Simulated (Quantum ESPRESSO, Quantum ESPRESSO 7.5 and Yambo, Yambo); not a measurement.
# SrCl2 (Fm-3m): a self-consistent loop beyond G0W0, cycle by cycle

Aim: iterate the self-energy on SrCl2 (Fm-3m) and follow the gap from cycle to cycle.

Program: Quantum ESPRESSO 7.5 and Yambo 5.3.0. Level of theory: PBE and many-body steps on it, plane waves. Results are calculated unless marked as measured.

**1. Set-up**

The structure is cubic, space group Fm-3m (No. 225). The conventional cell has a = 6.977 Å, b = 6.977 Å, c = 6.977 Å, α = 90.00°, β = 90.00°, γ = 90.00°. Sr has 8 Cl at 3.02 Å nearest. Nearest to Cl lie 4 Sr at 3.02 Å. Farther neighbours and most contacts between anions are not listed.

Coordinates:

```cif
data_structure
_symmetry_space_group_name_H-M 'Fm-3m'
_symmetry_Int_Tables_number 225
_cell_length_a 6.9767
_cell_length_b 6.9767
_cell_length_c 6.9767
_cell_angle_alpha 90.000
_cell_angle_beta 90.000
_cell_angle_gamma 90.000
_cell_volume 339.59
loop_
_atom_site_label
_atom_site_type_symbol
_atom_site_symmetry_multiplicity
_atom_site_Wyckoff_symbol
_atom_site_fract_x
_atom_site_fract_y
_atom_site_fract_z
_atom_site_occupancy
Sr1 Sr 4 a 0.00000 0.00000 0.00000 1
Cl1 Cl 8 c 0.25000 0.75000 0.75000 1
```

The cell and positions come from the Crystallography Open Database and are kept as given unless a step says otherwise.

**2. Empty states on the mesh, 4×4×4 mesh, 101 bands**

This step: Quantum ESPRESSO 7.5; DFT, PBE, plane waves, norm-conserving pseudopotentials.

The sums over transitions need many empty states on a uniform mesh; this step solves for them.

File pw.in:

```
&control
  calculation = 'nscf'
  prefix = 'x'
  outdir = 'o'
  pseudo_dir = 'pseudo'
/
&system
  ibrav = 0
  nat = 3
  ntyp = 2
  ecutwfc = 56.0
  nbnd = 101
  force_symmorphic = .true.
/
&electrons
  conv_thr = 1e-9
  electron_maxstep = 80
  diago_full_acc = .true.
  diago_thr_init = 5e-6
/
ATOMIC_SPECIES
  Sr 87.62 Sr.upf
  Cl 35.45 Cl.upf
CELL_PARAMETERS angstrom
  -0.0000000000 3.4883500000 3.4883500000
  3.4883500000 -0.0000000000 3.4883500000
  3.4883500000 3.4883500000 -0.0000000000
ATOMIC_POSITIONS crystal
  Sr 0.0000000000 0.0000000000 0.0000000000
  Cl 0.2500000000 0.2500000000 0.2500000000
  Cl 0.7500000000 0.7500000000 0.7500000000
K_POINTS automatic
  4 4 4 0 0 0
```

The run is started by

```
> OMP_NUM_THREADS=1 mpirun -n 4 pw.x -nk 4 -in pw.in > pw.out
```

Output:

```text
Program PWSCF v.7.5 starts

     This program is part of the open-source Quantum ESPRESSO suite
     for quantum simulation of materials; please cite
         "P. Giannozzi et al., J. Phys.:Condens. Matter 21 395502 (2009);
         "P. Giannozzi et al., J. Phys.:Condens. Matter 29 465901 (2017);
         "P. Giannozzi et al., J. Chem. Phys. 152 154105 (2020);
     in publications or presentations arising from this work. More details at

     Atomic positions and unit cell read from directory:
     o/x.save/

     Message from routine setup:
[...]
k =-0.3536-0.3536 0.3536 (  4044 PWs)   bands (ev):

[...]
48.4207  48.9866  48.9866  49.6953  49.6953  50.5776  50.7758  51.8281
    52.8246  53.0463  53.0463  53.1435  53.1435  54.4814  54.4814  55.0824
    55.0824  55.4816  56.2224  57.9238  58.3189

          k = 0.3536 0.0000 0.0000 (  4064 PWs)   bands (ev):

     [... further k-points ...]

     highest occupied, lowest unoccupied level (ev):     3.1445    8.4874

     XML data file, pseudopotentials, collected wavefunctions

=------------------------------------------------------------------------------=
   JOB DONE.
=------------------------------------------------------------------------------=
```

Elapsed: 8.3 s, on 4 MPI ranks of Arm Neoverse V1, shared host; peak memory 0.35 GiB; 33 s of CPU time.

Numbers from this step:

```
gap                                                           : 5.343 eV
k of the valence top                                          : 0, -0.5, -0.5
k of the conduction bottom                                    : 0, 0, 0
least direct gap                                              : 5.512 eV
k points computed                                             : 8
lowest point of the top converged band, above the valence top : 52.5111 eV
```

On this mesh the gap is 5.343 eV.

The density comes from a self-consistent run that is not shown.

**3. Conversion and set-up**

This step: Yambo 5.3.0; conversion and set-up on PBE, plane waves, norm-conserving pseudopotentials.

The states are converted to the many-body program's format and the q mesh is built.

The run is started by

```
> (cd o/x.save; p2y > p2y.log; mv SAVE ../..); yambo > setup.log
```

Output:

```text
 Yambo, version 5.3.0

 [02] CORE Variables Setup
 =========================

  [02.01] Unit cells
  ==================

  Cell kind             :  FCC
  Atoms in the cell     :  Sr  Cl
  number of Sr atoms    :  1
  number of Cl atoms    :  2

  List of atomic masses
  Mass of Sr    :  87.62000
  Mass of Cl    :  35.45000

  List of atomic coordinates    : [cc]
  Sr1       :  0.000000  0.000000  0.000000  order 1
  Cl1       :  3.296013  3.296013  3.296013  order 2
  Cl2       :  9.888039  9.888039  9.888039  order 3

[...]
==========================================

 IBZ Q-points                                      :   8
 BZ  Q-points                                      :   64

 K/Q-points units:
 rlu = crystal or reduced units; cc = cartesian coordinates; iku = interal k-units

 Q [1]          [rlu]:  0.000000  0.000000  0.000000
 Q [2]          [rlu]: -0.24672E-16 -0.24672E-16  0.25000
 Q [3]          [rlu]:  0.49343E-16  0.49343E-16 -0.50000
[...]
Q [7]          [rlu]:  0.10960E-16 -0.50000     -0.50000
 Q [8]          [rlu]:  0.250000 -0.500000 -0.250000

  [03.01] X indexes
  =================

   [03.01.01] Sigma indexes
   ========================

 [06] Game Over & Game summary
```

It took 2.6 s on 1 MPI rank; peak memory 0.25 GiB.

**4. G0W0**

Now the one-shot GW correction: screening in the RPA, then the self-energy of the levels asked for.

This step: G0W0 on PBE, plane waves, norm-conserving pseudopotentials.

File gw1.in:

```
HF_and_locXC
gw0
dyson
ppa
em1d
rim_cut
RandQpts= 1000000
RandGvec= 1 RL
EXXRLvcs= 56 Ry
VXCRLvcs= 224 Ry
Chimod= "HARTREE"
% BndsRnXp
 1 | 101 |
%
NGsBlkXp= 7 Ry
% LongDrXp
 1 | 1 | 1 |
%
% GbndRnge
 1 | 101 |
%
DysSolver= "n"
ExtendOut
PPAPntXp= 27.21138 eV
% QPkrange
 1 | 8 | 7 | 17 |
%
```

The run is started by

```
> OMP_NUM_THREADS=1 mpirun -n 4 yambo -F gw1.in -J gw1 -C gw1 > gw1.log
```

Output:

```text
 Yambo, version 5.3.0

 [02] CORE Variables Setup
 =========================

  [... cell, symmetries and grids as in the set-up ...]

  [02.05] Energies & Occupations
  ==============================

  [X] === General ===
  [X] Electronic Temperature                        :  0.000000  0.000000 [eV K]
  [X] Bosonic    Temperature                        :  0.000000  0.000000 [eV K]
  [X] Finite Temperature mode                       : no
  [X] El. density                                   :  0.28270E+24 [cm-3]
  [X] Fermi Level                                   :  3.144460 [eV]

  [X] === Gaps and Widths ===
  [X] Conduction Band Min                           :  5.342898 [eV]
  [X] Valence Band Max                              :  0.000000 [eV]
  [X] Filled Bands                                  :  12
  [X] Empty Bands                                   :   13  101
  [X] Direct Gap                                    :  5.511898 [eV]
  [X] Direct Gap localized at k                     :   7
  [X] Indirect Gap                                  :  5.342898 [eV]
  [X] Indirect Gap between kpts                     :   7   1
  [X] Last valence band width                       :  1.042953 [eV]
  [X] 1st conduction band width                     :  1.387901 [eV]

 [03] Transferred momenta grid and indexing
 ==========================================

 IBZ Q-points                                      :   8
 BZ  Q-points                                      :   64

 K/Q-points units:
 rlu = crystal or reduced units; cc = cartesian coordinates; iku = interal k-units

 Q [1]          [rlu]:  0.000000  0.000000  0.000000
 Q [2]          [rlu]: -0.24672E-16 -0.24672E-16  0.25000
 Q [3]          [rlu]:  0.49343E-16  0.49343E-16 -0.50000
 Q [4]          [rlu]: -0.54799E-17  0.25000      0.25000
 Q [5]          [rlu]: -0.17850E-16  0.25000      0.50000
 Q [6]          [rlu]:  0.10758E-15  0.25000     -0.25000
 Q [7]          [rlu]:  0.10960E-16 -0.50000     -0.50000
 Q [8]          [rlu]:  0.250000 -0.500000 -0.250000

 [04] Coloumb potential Random Integration (RIM)
 ===============================================

  [04.01] RIM initialization
  ==========================

  * Diagonal components only detected *

  8 x (sBL volume)        :  0.054121 [a.u.]
  sBZ random points       :  1000000
  Points outside the sBZ  :   7996195
  RL volume               :  0.432965 [a.u.]
  Integrated volume       :  0.433171 [a.u.]

  [04.02] RIM integrals
  =====================

  Gamma point sphere radius             :  0.068613 [a.u.]
  Points outside the sphere             :   799659
  [Int_sBZ(q=0) 1/q^2]*(Vol_sBZ)^(-1/3) =:  7.764404
                                 should be <:  7.795600

  Summary of Coulomb integrals for non-metallic bands |Q|[au] RIM/Bare

  Q [1] 0.100000E-4 0.995998 * Q [2] 0.206363 1.065167
  Q [4] 0.238287 1.065194 * Q [6] 0.336989 1.026099
  Q [5] 0.395155 1.019892 * Q [3] 0.412726 1.016551
  Q [7] 0.476575 1.013307 * Q [8] 0.532827 1.010383

 [05] Dipoles
 ============

  [05.01] Setup: observables and procedures
  =========================================

  [WARNING] [x,Vnl] slows the Dipoles computation. To neglect it rename the ns.kb_pp file

 [06] Dynamic Dielectric Matrix (PPA)
 ====================================

 [WR./gw1//ndb.pp]---------------------------------------------------------------
  Brillouin Zone Q/K grids (IBZ/BZ)                :    8   64    8   64
  RL vectors                                       :   4957 [WF]
  Coulomb cutoff potential                         : none
  Electronic Temperature                           :  0.000000 [K]
  Bosonic    Temperature                           :  0.000000 [K]
  PPA    diel. fun.  energies                      : Perdew, Burke & Ernzerhof(X)+Perdew, Burke & Ernzerhof(C)
  wavefunctions                                    : Perdew, Burke & Ernzerhof(X)+Perdew, Burke & Ernzerhof(C)
  Global Gauge                                     : length
  X matrix size                                    :  181
[...]
X e/h energy range                               : -1.000000 -1.000000 [eV]
  X Time ordering                                  : R
  X Hxc Kernel                                     : HARTREE
  X Drude frequency                                :  0.000000  0.000000
  X poles                                          :  100.0000 [o/o]
  RL vectors in the sum                            :   4957
  [r,Vnl] included                                 : yes
  Field direction                                  :  0.577350E-5  0.577350E-5  0.577350E-5
  BZ energy Double Grid                            : no
  BZ energy DbGd points                            : 0
  BZ Q point size factor                           : -1.000000
  X Optical Averaged directions                    : none

 [07] Local Exchange-Correlation + Non-Local Fock
 ================================================

 [VXC] Plane waves :   32455
 [EXS] Plane waves :   4111

 QP @ state[ 1 ] K range:   1   8
 QP @ state[ 1 ] b range:   7  17

 [xc] Functional : Perdew, Burke & Ernzerhof(X)+Perdew, Burke & Ernzerhof(C)
 [xc] LIBXC used to calculate xc functional
  PP Number of Atomic Species                      :  2
  NLCC RL compoments                               :   32455
  PP Number of Atomic Species                      :  2
  NLCC RL compoments                               :   32455

 [xc] E_xc :  -10.28969 [Ha]
      E_xc :  -20.57939 [Ry]

  Local XC kind (lXC) : Perdew, Burke & Ernzerhof(X)+Perdew, Burke & Ernzerhof(C)
  Non-Local XC kind (nlXC) : Hartree-Fock

  Corrections @ K [1] :  [eV]
 <7|nlXC|7> = -17.90257 -0.82665E-19 <7|lXC|7> = -13.07439  0.94408E-16
 <8|nlXC|8> = -17.90258  0.35069E-17 <8|lXC|8> = -13.07439 -0.18882E-15
 <9|nlXC|9> = -17.90260 -0.25233E-17 <9|lXC|9> = -13.07439 -0.94408E-16
 <10|nlXC|10> = -18.76878  0.14714E-17 <10|lXC|10> = -14.46865  0.14161E-15
 <11|nlXC|11> = -18.76870 -0.31545E-17 <11|lXC|11> = -14.46865 -0.94408E-16
 <12|nlXC|12> = -18.76883  0.71201E-18 <12|lXC|12> = -14.46865 -0.18882E-15
[...]
Corrections @ K [2] :  [eV]
[...]
Corrections @ K [3] :  [eV]
[...]
Corrections @ K [4] :  [eV]
[...]
Corrections @ K [5] :  [eV]
[...]
[... 2 further k-points ...]
  Corrections @ K [8] :  [eV]
[...]
<15|nlXC|15> = -5.581936 -0.11497E-18 <15|lXC|15> = -10.86787  0.94409E-16
 <16|nlXC|16> = -5.581985  0.64300E-18 <16|lXC|16> = -10.86787 -0.83308E-20
 <17|nlXC|17> = -6.419357 -0.59179E-18 <17|lXC|17> = -12.22572 -0.47200E-16

  [07.01] Hartree-Fock occupations report
  =======================================

  [Hartree-Fock] === General ===
  [Hartree-Fock] Electronic Temperature             :  0.000000  0.000000 [eV K]
  [Hartree-Fock] Bosonic    Temperature             :  0.000000  0.000000 [eV K]
  [Hartree-Fock] Finite Temperature mode            : no
  [Hartree-Fock] El. density                        :  0.28270E+24 [cm-3]
  [Hartree-Fock] Fermi Level                        :  3.144460 [eV]

  [Hartree-Fock] === Gaps and Widths ===
  [Hartree-Fock] Conduction Band Min                :  9.255102 [eV]
  [Hartree-Fock] Valence Band Max                   : -4.190183 [eV]
  [Hartree-Fock] Filled Bands                       :  12
  [Hartree-Fock] Empty Bands                        :   13  101
  [Hartree-Fock] Direct Gap                         :  13.88938 [eV]
  [Hartree-Fock] Direct Gap localized at k          :  1
  [Hartree-Fock] Indirect Gap                       :  13.44529 [eV]
  [Hartree-Fock] Indirect Gap between kpts          :   7   1
  [Hartree-Fock] Last valence band width            :  1.393280 [eV]
  [Hartree-Fock] 1st conduction band width          :  2.678860 [eV]

 [08] Dyson equation: Newton solver
 ==================================

  [08.01] G0W0 (W PPA)
  ====================

  [  GW  ] Bands range     :    1  101
  [GW/PPA] G damping       :  0.100000 [eV]

  QP @ state[ 1 ] K range:   1   8
  QP @ state[ 1 ] b range:   7  17

   Sc/G bands                                       :    1  101
   Sc/G damping                                     :  0.100000 ev
   Sc bands terminator                              : no
   Sx RL components                                 :   4111

   QP @ state[ 1 ] K range                          :   1   8
   QP @ state[ 1 ] b range                          :   7  17
   GF energies kind                                 : Perdew, Burke & Ernzerhof(X)+Perdew, Burke & Ernzerhof(C)
   GF WF`s kind                                     : Perdew, Burke & Ernzerhof(X)+Perdew, Burke & Ernzerhof(C)
   Xs energies kind                                 : Perdew, Burke & Ernzerhof(X)+Perdew, Burke & Ernzerhof(C)
   Xs WF`s kind                                     : Perdew, Burke & Ernzerhof(X)+Perdew, Burke & Ernzerhof(C)

 [11] Game Over & Game summary
```

The job ended after 4.7 min (4 MPI ranks; peak memory 1.8 GiB).

This step gave:

```yaml
g0w0_gap_on_the_mesh: 7.474 eV
starting_gap_on_the_mesh: 5.343 eV
k_of_the_valence_top: 0, -0.5, -0.5
k_of_the_conduction_bottom: 0, 0, 0
least_direct_g0w0_gap_on_the_computed_points: 7.867 eV
z_at_the_valence_top: 0.8151
z_at_the_conduction_bottom: 0.8657
```

The gap on the mesh goes from 5.34 eV to 7.47 eV, a correction of +2.13 eV.

**5. evGW0, cycle 1**

This step: evGW0 on PBE, plane waves, norm-conserving pseudopotentials.

gw2.in, as its differences from gw1.in of step 4:

```diff
@@ -27 +27,2 @@
 %
+GfnQPdb= "E < ./gw1/ndb.QP"
```

The run is started by

```
> OMP_NUM_THREADS=1 mpirun -n 4 yambo -F gw2.in -J gw2,gw1_W -C gw2 > gw2.log
```

Output:

```text
 Yambo, version 5.3.0

 [02] CORE Variables Setup
 =========================

  [... cell, symmetries and grids as in the set-up ...]

  [02.05] Energies & Occupations
  ==============================

  [X] === General ===
  [X] Electronic Temperature                        :  0.000000  0.000000 [eV K]
  [X] Bosonic    Temperature                        :  0.000000  0.000000 [eV K]
  [X] Finite Temperature mode                       : no
  [X] El. density                                   :  0.28270E+24 [cm-3]
  [X] Fermi Level                                   :  3.144460 [eV]

  [X] === Gaps and Widths ===
  [X] Conduction Band Min                           :  5.342898 [eV]
  [X] Valence Band Max                              :  0.000000 [eV]
  [X] Filled Bands                                  :  12
  [X] Empty Bands                                   :   13  101
  [X] Direct Gap                                    :  5.511898 [eV]
  [X] Direct Gap localized at k                     :   7
  [X] Indirect Gap                                  :  5.342898 [eV]
  [X] Indirect Gap between kpts                     :   7   1
  [X] Last valence band width                       :  1.042953 [eV]
  [X] 1st conduction band width                     :  1.387901 [eV]

 [03] Transferred momenta grid and indexing
 ==========================================

 IBZ Q-points                                      :   8
 BZ  Q-points                                      :   64

 K/Q-points units:
 rlu = crystal or reduced units; cc = cartesian coordinates; iku = interal k-units

 Q [1]          [rlu]:  0.000000  0.000000  0.000000
 Q [2]          [rlu]: -0.24672E-16 -0.24672E-16  0.25000
 Q [3]          [rlu]:  0.49343E-16  0.49343E-16 -0.50000
[...]
[G+QP] Direct Gap localized at k                  :  1
  [G+QP] Indirect Gap                               :  7.473959 [eV]
  [G+QP] Indirect Gap between kpts                  :   7   1
  [G+QP] Last valence band width                    :  1.208809 [eV]
  [G+QP] 1st conduction band width                  :  2.254793 [eV]

  [coarse-grid] Minimum Bare Gap        [ev]:  5.342898
  [coarse-grid] Minimum Gap Correction  [ev]:  2.131060

  Eqp @ K [1]
  -37.74420 -17.03883 -17.03883 -17.03883 -15.28562 -14.31150  -2.41095  -2.41065
   -2.41039  -0.39305  -0.39352  -0.39294   7.47396   9.01258   9.01220  11.52887
   11.52898  12.21370  12.63958  12.63958  12.63958  17.74035  17.74035  17.76291
  Eqp @ K [2]
[...]
Eqp @ K [3]
[...]
Eqp @ K [4]
[...]
Eqp @ K [5]
[...]
[... 2 further k-points ...]
  Eqp @ K [8]
[...]
-1.39149  -1.39115  -0.33224  -0.12036   8.84193  10.00478  10.33514  10.33509
   11.57749  12.80108  14.18385  14.51714  14.51714  15.39311  15.39311  17.90691

 [07] Dipoles
 ============

  [07.01] Setup: observables and procedures
  =========================================

 [08] Dynamic Dielectric Matrix (PPA)
 ====================================

   Sc/G bands                                       :    1  101
   Sc/G damping                                     :  0.100000 ev
   Sc bands terminator                              : no
   Sx RL components                                 :   4111

   QP @ state[ 1 ] K range                          :   1   8
   QP @ state[ 1 ] b range                          :   7  17
   GF energies kind                                 : Perdew, Burke & Ernzerhof(X)+Perdew, Burke & Ernzerhof(C)+ E < ./gw1/ndb.QP + @E Fit
   GF WF`s kind                                     : Perdew, Burke & Ernzerhof(X)+Perdew, Burke & Ernzerhof(C)
   Xs energies kind                                 : Perdew, Burke & Ernzerhof(X)+Perdew, Burke & Ernzerhof(C)
   Xs WF`s kind                                     : Perdew, Burke & Ernzerhof(X)+Perdew, Burke & Ernzerhof(C)

 [13] Game Over & Game summary
```

Wall time 4.1 min (4 MPI ranks); peak memory 1.8 GiB.

This step gave:

* quasiparticle gap on the mesh: 7.709 eV
* gap of the density functional on the mesh: 5.343 eV
* k of the valence top: 0, -0.5, -0.5
* k of the conduction bottom: 0, 0, 0
* least direct quasiparticle gap on the computed points: 8.112 eV
* Z at the valence top: 0.8229
* Z at the conduction bottom: 0.8868

Against G0W0 in Yambo (4×4×4 mesh, 101 bands, screening to 95.2 eV, Godby-Needs plasmon pole), the gap moves by +0.235 eV.

The program's own table gives 7.951 eV, which is too large where the input levels are shifted: this version takes Σc at the unshifted level E₀, yet steps from the shifted one. The value above is the Newton step from E₀, E₀ + Z(Σc + Σx − Vxc), rebuilt from the printed columns.

[end of part 1 of 2]

[Paths, hosts, dates, memory and timing lines, banners, echoed tables and standing remarks are left out of the program output.]

[Logs are printed without paths, hosts, clocks, repeated set-up lines and the standing remarks that a program may print on its own settings, such as how far it seeks lower states.]

[Runs of the session that timed out or met a known fault of the program may be left out.]

[Hosts, paths, dates, database ids (printed as entryN), source tags and the programs' standing remarks are cut or masked in the printed files.]
